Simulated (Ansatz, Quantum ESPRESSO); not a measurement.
# Band edges of Mo2CO2 MXene, 1 layer under strain, part 2 of 2

Aim: band edges, gap and stiffness of Mo2CO2 MXene, 1 layer under biaxial strain.

Quantum ESPRESSO 7.5; plane-wave DFT, PBE, GBRV ultrasoft pseudopotentials; geometry by Ansatz 0.2.0 with PAW datasets.

So far: Set-up; Geometry from Ansatz.

### Step 3. The script

Under ESM bc1 levels count from the vacuum, or from the mean of the two vacuum levels where the sheet has a dipole, so band edges at unlike strains can be compared.

Level of this step: plane-wave DFT, PBE, GBRV ultrasoft pseudopotentials (Quantum ESPRESSO 7.5).

Input file run.py:

```python
import json
import numpy as np
from ase import Atoms
from ase.calculators.espresso import Espresso, EspressoProfile

profile = EspressoProfile(command='mpirun -n 2 pw.x -nk 2', pseudo_dir='../pseudo')
pseudopotentials = {'C': 'c_pbe_v1.2.uspp.F.UPF', 'Mo': 'mo_pbe_v1.uspp.F.UPF', 'O': 'o_pbe_v1.2.uspp.F.UPF'}
system = {'ecutwfc': 40, 'ecutrho': 200, 'occupations': 'smearing', 'smearing': 'fd', 'degauss': 0.002}


def calculator(name, kpts, **extra):
    data = dict(control=dict(tprnfor=True, verbosity='high', disk_io='none'),
                system=system | extra,
                electrons=dict(conv_thr=1e-09, mixing_beta=0.4, mixing_mode='plain',
                               electron_maxstep=100))
    return Espresso(profile=profile, directory=name, pseudopotentials=pseudopotentials, kpts=kpts, input_data=data)


def centre(atoms):
    z = atoms.positions[:, 2]
    atoms.positions[:, 2] -= (z.max() + z.min()) / 2  # ESM wants the slab about z = 0
    return atoms

sheet = Atoms(
    ['O', 'Mo', 'C', 'Mo', 'O'],
    scaled_positions=[
        [0.3333333333, 0.6666666667, 0.3854120734],
        [0.6666666667, 0.3333333333, 0.4427334831],
        [0.0000000000, 0.0000000000, 0.5000000009],
        [0.3333333333, 0.6666666667, 0.5572665092],
        [0.6666666667, 0.3333333333, 0.6145879334]],
    cell=[
        [3.091890883327, 0.000000000000, 0.000000000000],
        [-1.545945441664, 2.677656050691, 0.000000000000],
        [0.000000000000, 0.000000000000, 19.519039318700]],
    pbc=True)

rows = []
for strain in [-0.03, -0.015, 0.0, 0.015, 0.03]:
    atoms = sheet.copy()
    atoms.set_cell(sheet.cell.array * [[1 + strain], [1 + strain], [1]], scale_atoms=True)
    atoms = centre(atoms)
    atoms.calc = calculator(f's{strain:+.3f}', (12, 12, 1), assume_isolated='esm', esm_bc='bc1', nbnd=26)
    energy = atoms.get_potential_energy()
    levels = np.array([atoms.calc.get_eigenvalues(kpt=i) for i in range(len(atoms.calc.get_ibz_k_points()))])
    top, bottom = levels[:, 21].max(), levels[:, 22].min()
    direct = (levels[:, 22] - levels[:, 21]).min()
    rows.append([strain, energy, top, bottom, direct])
    print(f'strain {strain:+.3f}: E = {energy:.5f} eV, valence top {top:.3f}, conduction bottom {bottom:.3f}, '
          f'gap {bottom - top:.3f}, least direct gap {direct:.3f} eV')

x, energy, top, bottom, direct = np.array(rows).T
area = np.linalg.norm(np.cross(*sheet.cell[:2]))
stiffness = np.polyfit(x, energy, 2)[0] / area * 16.0218  # C11 + C12, heights clamped
print(f'valence and conduction edges move by {np.polyfit(x, top, 1)[0]:.2f} and {np.polyfit(x, bottom, 1)[0]:.2f} eV per unit biaxial strain')
print(f'C11 + C12 with clamped heights: {stiffness:.1f} N/m')
json.dump(dict(rows=rows, stiffness=stiffness), open('result.json', 'w'))
```

Launch:

```bash
OMP_NUM_THREADS=1 python run.py
```

The log of the run:

```text
strain -0.030: E = -4827.17884 eV, valence top -5.902, conduction bottom -6.974, gap -1.072, least direct gap 0.000 eV
strain -0.015: E = -4827.35818 eV, valence top -5.964, conduction bottom -6.944, gap -0.979, least direct gap 0.000 eV
strain +0.000: E = -4827.41282 eV, valence top -6.061, conduction bottom -6.924, gap -0.863, least direct gap 0.000 eV
strain +0.015: E = -4827.35610 eV, valence top -6.223, conduction bottom -6.907, gap -0.684, least direct gap 0.000 eV
strain +0.030: E = -4827.20242 eV, valence top -6.361, conduction bottom -6.973, gap -0.612, least direct gap 0.000 eV
valence and conduction edges move by -7.85 and 0.26 eV per unit biaxial strain
C11 + C12 with clamped heights: 477.6 N/m
```

The job ended after 2.7 min (2 MPI ranks of AMD EPYC 9R45, shared host; peak memory 0.4 GiB).

The input that ASE wrote for the first run, and its log:

```
&CONTROL
   verbosity        = 'high'
   tprnfor          = .true.
   disk_io          = 'none'
   pseudo_dir       = '../pseudo'
/
&SYSTEM
   nbnd             = 26
   ecutwfc          = 40
   ecutrho          = 200
   occupations      = 'smearing'
   degauss          = 0.002
   smearing         = 'fd'
   assume_isolated  = 'esm'
   esm_bc           = 'bc1'
   ntyp             = 3
   nat              = 5
   ibrav            = 0
/
&ELECTRONS
   electron_maxstep = 100
   conv_thr         = 1e-09
   mixing_mode      = 'plain'
   mixing_beta      = 0.4
/
&IONS
/
&CELL
/
&FCP
/
&RISM
/
ATOMIC_SPECIES
O 15.999 o_pbe_v1.2.uspp.F.UPF
Mo 95.95 mo_pbe_v1.uspp.F.UPF
C 12.011 c_pbe_v1.2.uspp.F.UPF

K_POINTS automatic
12 12 1  0 0 0

CELL_PARAMETERS angstrom
2.99913415682719 0.00000000000000 0.00000000000000
-1.49956707841408 2.59732636917027 0.00000000000000
0.00000000000000 0.00000000000000 19.51903931870000

ATOMIC_POSITIONS angstrom
O -0.0000000002 1.7315509129 -2.2366463111  
Mo 1.4995670786 0.8657754563 -1.1177874614  
C 0.0000000000 0.0000000000 -0.0000000488  
Mo -0.0000000002 1.7315509129 1.1177871784  
O 1.4995670786 0.8657754563 2.2366463111
```

```text
Program PWSCF v.7.5 starts
[citation notice left out]

     Parallel version (MPI & OpenMP), running on       2 processor cores
     Number of MPI processes:                 2
     Threads/MPI process:                     1

     MPI processes distributed on     1 nodes
[... 1 line left out ...]

Warning: card &CELL ignored
Warning: card &FCP ignored
Warning: card &RISM ignored

     Current dimensions of program PWSCF are:
     Max number of different atomic species (ntypx) = 10
     Max number of k-points (npk) =  40000
     Max angular momentum in pseudopotentials (lmaxx) =  4
     Message from routine setup:
     using ibrav=0 with symmetry is DISCOURAGED, use correct ibrav instead

     K-points division:     npool     =       2
     Subspace diagonalization in iterative solution of the eigenvalue problem:
     a serial algorithm will be used

     G-vector sticks info
     --------------------
     sticks:   dense  smooth     PW     G-vecs:    dense   smooth      PW
     Sum         439     361    109                48917    35129    6107

     Using Slab Decomposition

     bravais-lattice index     =            0
     lattice parameter (alat)  =       5.6675  a.u.
     unit-cell volume          =    1026.0711 (a.u.)^3
     number of atoms/cell      =            5
     number of atomic types    =            3
     number of electrons       =        44.00
     number of Kohn-Sham states=           26
     kinetic-energy cutoff     =      40.0000  Ry
     charge density cutoff     =     200.0000  Ry
     scf convergence threshold =      1.0E-09
     mixing beta               =       0.4000
     number of iterations used =            8  plain     mixing
     Exchange-correlation= SLA  PW   PBE  PBE
                           (   1   4   3   4   0   0   0)

     Effective Screening Medium Method
     =================================
     Boundary Conditions: Vacuum-Slab-Vacuum
     total charge in unit cell        =   0.0000
     grid points for fit at edges     =        4

[... 10 lines left out ...]
     PseudoPot. # 1 for O  read from file:
     ../pseudo/o_pbe_v1.2.uspp.F.UPF
     Pseudo is Ultrasoft + core correction, Zval =  6.0
     Generated by new atomic code, or converted to UPF format
     Using radial grid of  737 points,  5 beta functions with:
                l(1) =   0
                l(2) =   0
                l(3) =   1
                l(4) =   1
                l(5) =   2
     Q(r) pseudized with  8 coefficients,  rinner =    0.900   0.900   0.900
                                                       0.900   0.900

     PseudoPot. # 2 for Mo read from file:
     ../pseudo/mo_pbe_v1.uspp.F.UPF
     Pseudo is Ultrasoft + core correction, Zval = 14.0
     Generated by new atomic code, or converted to UPF format
     Using radial grid of  889 points,  6 beta functions with:
                l(1) =   0
                l(2) =   0
                l(3) =   1
[... 1001 lines left out ...]

     negative rho (up, down):  3.779E-03 0.000E+00

     Forces acting on atoms (cartesian axes, Ry/au):

     atom    1 type  1   force =     0.00000000   -0.00000000   -0.02978233
     atom    2 type  2   force =     0.00000000   -0.00000000   -0.00538651
     atom    3 type  3   force =     0.00000000   -0.00000000    0.00000000
     atom    4 type  2   force =    -0.00000000   -0.00000000    0.00538651
     atom    5 type  1   force =     0.00000000    0.00000000    0.02978233
     The non-local contrib.  to forces
     atom    1 type  1   force =    -0.00000000   -0.00000000    1.10427552
     atom    2 type  2   force =    -0.00000000   -0.00000000    0.08401591
     atom    3 type  3   force =     0.00000000    0.00000000    0.00000000
     atom    4 type  2   force =     0.00000000    0.00000000   -0.08401591
     atom    5 type  1   force =     0.00000000    0.00000000   -1.10427552
     The ionic contribution  to forces
     atom    1 type  1   force =     0.00000000   -0.00000000  -96.80703771
     atom    2 type  2   force =    -0.00000000    0.00000000 -114.78670263
     atom    3 type  3   force =    -0.00000000    0.00000000    0.00000154
     atom    4 type  2   force =     0.00000000   -0.00000000  114.78669752
     atom    5 type  1   force =    -0.00000000    0.00000000   96.80704128
     The local contribution  to forces
     atom    1 type  1   force =     0.00000001   -0.00000001   95.67859203
     atom    2 type  2   force =    -0.00000002    0.00000001  114.70221156
     atom    3 type  3   force =     0.00000000    0.00000000    0.00000766
     atom    4 type  2   force =     0.00000003   -0.00000002 -114.70210522
     atom    5 type  1   force =    -0.00000001    0.00000001  -95.67857445
     The core correction contribution to forces
     atom    1 type  1   force =     0.00000000   -0.00000000   -0.00560925
     atom    2 type  2   force =     0.00000000   -0.00000000   -0.00492313
     atom    3 type  3   force =    -0.00000000   -0.00000000   -0.00000000
     atom    4 type  2   force =    -0.00000000    0.00000000    0.00492268
     atom    5 type  1   force =    -0.00000000    0.00000000    0.00560925
     The Hubbard contrib.    to forces
     atom    1 type  1   force =     0.00000000    0.00000000    0.00000000
     atom    2 type  2   force =     0.00000000    0.00000000    0.00000000
     atom    3 type  3   force =     0.00000000    0.00000000    0.00000000
     atom    4 type  2   force =     0.00000000    0.00000000    0.00000000
     atom    5 type  1   force =     0.00000000    0.00000000    0.00000000
     The SCF correction term to forces
     atom    1 type  1   force =    -0.00000000   -0.00000000    0.00000766
     atom    2 type  2   force =    -0.00000000   -0.00000000    0.00006217
     atom    3 type  3   force =     0.00000000   -0.00000000    0.00000000
     atom    4 type  2   force =    -0.00000000   -0.00000000   -0.00006217
     atom    5 type  1   force =     0.00000000    0.00000000   -0.00000766

     Total force =     0.042802     Total SCF correction =     0.000089
     Message from routine punch:
     Nothing written, as per user request (disk_io='none')

[... 1 line left out ...]

[... 1 line left out ...]

[... 1 line left out ...]

[... 3 lines left out ...]

[... 1 line left out ...]

[... 2 lines left out ...]

[... 1 line left out ...]

[... 1 line left out ...]

=------------------------------------------------------------------------------=
   JOB DONE.
=------------------------------------------------------------------------------=
```

This step gave:

```
biaxial stiffness : 477.6 N/m
```

The band edge from the vacuum level by biaxial strain:

| biaxial strain (%) | valence top (eV) | conduction bottom (eV) |
| --- | --- | --- |
| -3.00 | -5.90 | -6.97 |
| -1.50 | -5.96 | -6.94 |
| 0.00 | -6.06 | -6.92 |
| 1.50 | -6.22 | -6.91 |
| 3.00 | -6.36 | -6.97 |

Table of gap by biaxial strain:

```
biaxial strain (%)  on the mesh (eV)  least direct (eV)
             -3.00             -1.07                  0
             -1.50            -0.979                  0
              0.00            -0.863                  0
              1.50            -0.684             1.0e-4
              3.00            -0.612             1.0e-4
```

Table of energy over the lowest by biaxial strain:

```csv
biaxial strain (%),energy over the lowest (meV)
-3.00,234
-1.50,54.6
0.00,0
1.50,56.7
3.00,210
```

### Step 4. The script: PBEsol, GBRV ultrasoft

Level of this step: plane-wave DFT, PBEsol, GBRV ultrasoft pseudopotentials (Quantum ESPRESSO 7.5).

run.py, as its differences from the input of step 3:

```diff
@@ -6,3 +6,3 @@
 profile = EspressoProfile(command='mpirun -n 2 pw.x -nk 2', pseudo_dir='../pseudo')
-pseudopotentials = {'C': 'c_pbe_v1.2.uspp.F.UPF', 'Mo': 'mo_pbe_v1.uspp.F.UPF', 'O': 'o_pbe_v1.2.uspp.F.UPF'}
+pseudopotentials = {'C': 'c_pbesol_v1.2.uspp.F.UPF', 'Mo': 'mo_pbesol_v1.uspp.F.UPF', 'O': 'o_pbesol_v1.2.uspp.F.UPF'}
 system = {'ecutwfc': 40, 'ecutrho': 200, 'occupations': 'smearing', 'smearing': 'fd', 'degauss': 0.002}
```

Launch:

```bash
OMP_NUM_THREADS=1 python run.py
```

The log of the run:

```text
strain -0.030: E = -4825.48557 eV, valence top -5.949, conduction bottom -7.026, gap -1.077, least direct gap 0.000 eV
strain -0.015: E = -4825.57804 eV, valence top -6.020, conduction bottom -6.995, gap -0.975, least direct gap 0.000 eV
strain +0.000: E = -4825.54836 eV, valence top -6.106, conduction bottom -6.975, gap -0.869, least direct gap 0.000 eV
strain +0.015: E = -4825.40972 eV, valence top -6.269, conduction bottom -6.962, gap -0.694, least direct gap 0.000 eV
strain +0.030: E = -4825.17650 eV, valence top -6.407, conduction bottom -7.030, gap -0.623, least direct gap 0.000 eV
valence and conduction edges move by -7.76 and 0.17 eV per unit biaxial strain
C11 + C12 with clamped heights: 467.1 N/m
```

Wall time 2.7 min (2 MPI ranks); peak memory 0.4 GiB.

This step gave:

- biaxial stiffness: 467.1 N/m

The band edge from the vacuum level by biaxial strain:

```
biaxial strain (%)  valence top (eV)  conduction bottom (eV)
             -3.00             -5.95                   -7.03
             -1.50             -6.02                   -7.00
              0.00             -6.11                   -6.98
              1.50             -6.27                   -6.96
              3.00             -6.41                   -7.03
```

Gap against biaxial strain:

```csv
biaxial strain (%),on the mesh (eV),least direct (eV)
-3.00,-1.08,0
-1.50,-0.975,0
0.00,-0.870,1.0e-4
1.50,-0.694,0
3.00,-0.623,0
```

Energy over the lowest against biaxial strain:

| biaxial strain (%) | energy over the lowest (meV) |
| --- | --- |
| -3.00 | 92.5 |
| -1.50 | 0 |
| 0.00 | 29.7 |
| 1.50 | 168 |
| 3.00 | 402 |

### Step 5. The arithmetic

Under equal strain ε in the plane, E = A (C11 + C12) ε². From the points at ±1.5 %: d²E/dε² = (54.64 + 56.72 − 2 × 0.00) meV / 0.015² = 495 eV, and 495/(2 × 8.279 Å²) × 16.02 = 479 N/m.

### Step 6. What came out

```yaml
c11_c12_heights_clamped_pbe_gbrv_ultrasoft: 478 N/m
c11_c12_heights_clamped_pbesol_gbrv_ultrasoft: 467 N/m
```

What this shows: The sheet's biaxial stiffness comes to 478 N/m (PBE, GBRV ultrasoft). The bands overlap at every strain: the sheet is a metal, and edges by band count are no gaps. Heights are clamped under strain, which makes a sheet with several atomic planes too stiff. Zero strain is the PBE cell; under PBEsol the energy is lowest near -1.1 %, so its stiffness is taken away from its own minimum. Semilocal gaps are too small. Spin-orbit coupling is left out; depending on the atoms that carry the levels of interest, it can split and shift them by tens to hundreds of meV.

[Logs are printed without paths, hosts, clocks, repeated set-up lines and the standing remarks that a program may print on its own settings, such as how far it seeks lower states.]

[Hosts, paths, dates, database ids (printed as entryN), source tags and the programs' standing remarks are cut or masked in the printed files.]

[Maps of the electrostatic potential energy from Ansatz leave out the sawtooth potential of an applied field or a dipole correction, so their vacuum need not be flat; planar profiles and work functions include it.]
